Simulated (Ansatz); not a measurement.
# Antimonene bilayer (AA') in a perpendicular field, part 2 of 2

Aim: how the antimonene bilayer (AA') screens a field along its normal, and what the field does to its bands. A positive field points along +c.

Ansatz 0.2.0; plane-wave DFT, PBEsol-D3(BJ), Ansatz PAW (set soft_1); PAW set soft_1 (the session's first sound run).

So far, gap, the smaller of path and mesh (eV): step 3 (atoms held, field 0) 0.658; step 5 (field -0.03 V/Å) 0.656; step 6 (field 0.15 V/Å) 0.619; step 7 (field 0.25 V/Å) 0.575; step 8 (field -0.25 V/Å) 0.575.

### Step 10. With spin-orbit coupling (continued)

Electronic bands along the path, in eV, zero at the Fermi level of the run, which the smearing sets inside the gap:

```tsv
point	band 57	band 58	band 59	band 60	band 61	band 62	band 63	band 64
Γ	-0.27	-0.27	-0.19	-0.19	1.11	1.11	1.50	1.50
halfway	-1.46	-1.46	-0.80	-0.80	0.47	0.47	0.96	0.96
M	-2.16	-2.16	-1.92	-1.92	0.77	0.77	1.11	1.11
halfway	-2.62	-2.52	-2.05	-1.95	0.83	0.85	1.49	1.51
K	-2.67	-2.49	-2.32	-2.12	0.29	0.32	0.84	0.86
halfway	-1.81	-1.77	-0.85	-0.81	1.20	1.24	1.79	1.90
Γ	-0.27	-0.27	-0.19	-0.19	1.11	1.11	1.50	1.50
```

The gap is 0.43 eV, with the valence edge 4.28 eV and the conduction edge 3.84 eV under the upper vacuum level.

### Step 11. With spin-orbit coupling, field 0.3 V/Å

The same in a field along the normal.

Contents of input.yaml:

```yaml
crystal:
  lattice:
    - [3.9962149962, 0.0, 0.0]
    - [-1.9981074981, 3.4608237057, 0.0]
    - [0.0, 0.0, 25.1523562133]
  atoms:
    - { symbol: Sb, position: [0.6666666667, 0.3333333333, 0.3578193599] }
    - { symbol: Sb, position: [0.3333333333, 0.6666666667, 0.4234728103] }
    - { symbol: Sb, position: [0.3333333333, 0.6666666667, 0.5765271897] }
    - { symbol: Sb, position: [0.6666666667, 0.3333333333, 0.6421806401] }
kpoints:
  mp_grid: { grid: [12, 12, 1] }
  band_path: { path: [[0, 0, 0], [0.12, 0, 0]], npoints: 24 }
hamiltonian:
  xc: pbe
  pseudopotentials: { kind: paw_fr, azcp: { folder: soft_1 } }
magnetization:
  noncollinear: true
  spin_orbit: true
scf:
  occupations: { method: fermi_dirac, width: 0.02585 }
  convergence: { dr2_threshold: 1.0e-09 }
efield:
  axis: 3
  dipole_correction: true
  ramp_position: 0.9404
  ramp_width: 0.1193
  amplitude: 0.3
output:
  write_potential: true
  write_density: true
  volumetric_format: npy
```

On the command line:

```sh
> ansatz run input.yaml --threads 4 --pin off --max-ram 6144MiB --backend cpu --events-out ev --progress --plain --runs-dir out
```

It took 33 s on 4 threads of Intel Xeon 6975P-C (Granite Rapids), shared host; peak memory 2.4 GiB; 2.2 min of CPU time.

Numbers from this step:

- dipole along the normal: 0.2138 e·Å
- gap along the path: 1.186 eV
- smallest direct gap along the path: 1.186 eV
- gap, the smaller of path and mesh: 0.3212 eV

The dipole is 0.214 e·Å, and the gap 0.321 eV.

### Step 12. Spin splitting near the zone centre

This step: plane-wave DFT, PBE, fully relativistic PAW with spin-orbit coupling; spin splitting near the zone centre; PAW set soft_1 (Ansatz 0.2.0).

Levels that meet at the zone centre are followed outwards; a split that grows in proportion to k gives the Rashba parameter as ΔE/2k.

This step gave:

```yaml
largest_split_over_2k_that_stays_linear_in_k: 0.6628 eV Å
```

Groups of levels that meet at the zone centre and whose split, tested at two k, grows in proportion to k or stays under 1 meV; groups that fail this test are left out. Spin splitting, by row:

```tsv
level at the first point (eV from the Fermi level)	states	split at k = 0.027 1/A (eV)	split over 2k (eV Å)
-2.289	2	2.00e-4	0
-1.227	2	0.0203	0.3727
-0.777	2	0.0361	0.6628
1.047	2	0.0153	0.2809
1.501	2	0.0039	0.0716
1.97	2	0.0112	0.2056
2.213	2	0.0046	0.08446
```

### Step 13. The same run with other settings: efield.ramp_width = 0.04

This step: plane-wave DFT, PBEsol-D3(BJ), Ansatz PAW (set soft_1) (Ansatz 0.2.0).

A run with a changed input: it repeats the earlier run at 0.03 V/Å with efield.ramp_width from 0.1193 to 0.04.

input.yaml, the sections that differ from step 11:

```yaml
kpoints:
  mp_grid: { grid: [12, 12, 1] }
  band_path:
    path: [[0, 0, 0], [0.5, 0, 0], [0.33333333, 0.33333333, 0], [0, 0, 0]]
    npoints: 16
hamiltonian:
  xc: pbesol
  dispersion: d3bj
  pseudopotentials: { kind: paw, azcp: { folder: soft_1 }, xc_functional: pbe }
scf:
  occupations: { method: fermi_dirac, width: 0.02585 }
  convergence: { dr2_threshold: 1.0e-10 }
efield:
  axis: 3
  dipole_correction: true
  ramp_position: 0.9404
  ramp_width: 0.04
  amplitude: 0.03
# crystal, output: as in step 11
# magnetization: removed
```

Wall time 5.6 s (4 threads); peak memory 0.85 GiB.

Numbers from this step:

| Property | Result |
| --- | --- |
| dipole along the normal | 0.02132 e·Å |
| gap along the path | 0.6616 eV |
| smallest direct gap along the path | 1.246 eV |
| gap, the smaller of path and mesh | 0.6556 eV |

The electronic bands at the labelled points (eV, zero at the Fermi level of the run, which the smearing sets inside the gap):

```tsv
point	band 27	band 28	band 29	band 30	band 31	band 32	band 33	band 34
Γ	-0.39	-0.39	-0.31	-0.31	1.27	1.75	2.37	2.37
halfway	-1.74	-1.46	-1.38	-0.69	0.58	1.09	2.81	3.00
M	-2.56	-2.12	-2.05	-1.91	0.89	1.22	1.34	2.40
halfway	-3.04	-2.65	-2.47	-1.86	0.96	1.67	2.19	2.27
K	-3.03	-2.60	-2.42	-2.06	0.41	0.98	2.51	2.56
halfway	-2.51	-2.41	-1.67	-0.67	1.35	2.00	2.09	2.48
Γ	-0.39	-0.39	-0.31	-0.31	1.27	1.75	2.37	2.37
```

```tsv
quantity	this run	earlier run	difference
dipole along the normal (e·Å)	0.02132	0.02132	1.7e-6
gap along the path (eV)	0.6616	0.6616	0
smallest direct gap along the path (eV)	1.246	1.246	-1.0e-6
```

Nothing in the table moves by 0.01 in its unit (for the dipole 0.5 % and 5e-5 e·Å).

### Step 14. Varying the input

An input spoilt on purpose, to show how the run answers: it repeats the earlier run at 0.03 V/Å with scf.max_iter to 2.

Edit input.yaml of step 13 so:

```diff
@@ -22,2 +22,3 @@
   convergence: { dr2_threshold: 1.0e-10 }
+  max_iter: 2
 efield:
@@ -26,3 +27,3 @@
   ramp_position: 0.9404
-  ramp_width: 0.04
+  ramp_width: 0.1193
   amplitude: 0.03
```

It took 1.8 s on 4 threads; peak memory 0.72 GiB.

The run stopped without converging, so none of its numbers is a property of the system.

The program's message: “Error: did not converge after 2 iterations: dr2 = 1.48e-1 (threshold 1.00e-10), under the density mixer `msr1`, which `scf.mixing.algorithm: auto` chose by the deck's other keys (type `scf.mixing.algo …”

The fault put into the input: too few SCF iterations.

### Step 15. Summary of results

| Property | Result |
| --- | --- |
| gap without field | 0.658 eV |
| ionisation energy, upper face | 4.61 eV |
| electron affinity, upper face | 3.95 eV |
| equivalent conductor thickness, atoms held | 9.30 Å |
| largest split over 2k that stays linear in k at 0.3 V/Å | 0.663 eV Å |

The induced dipole equals that of a perfect conductor 9.30 Å thick, while the outer atoms lie 7.15 Å apart; an out-of-plane ε follows only once a thickness t is chosen, by 1 − 1/ε = 9.30 Å / t. The gap goes from 0.66 eV to 0.57 eV at -0.25 V/Å. With the field reversed it is 0.57 eV at 0.25 V/Å. Semilocal functionals give gaps that are too small, and excitons are not included. The field series itself is without spin-orbit coupling. With this functional, D3(BJ) tends to leave the relaxed cell short of measured lattice constants, by some per cent.

[Long decimals in the printed logs are rounded to 6 places.]

[Logs are printed without paths, hosts, clocks, repeated set-up lines and the standing remarks that a program may print on its own settings, such as how far it seeks lower states.]

[Hosts, paths, dates, database ids (printed as entryN), source tags and the programs' standing remarks are cut or masked in the printed files.]

[Maps of the electrostatic potential energy from Ansatz leave out the sawtooth potential of an applied field or a dipole correction, so their vacuum need not be flat; planar profiles and work functions include it.]
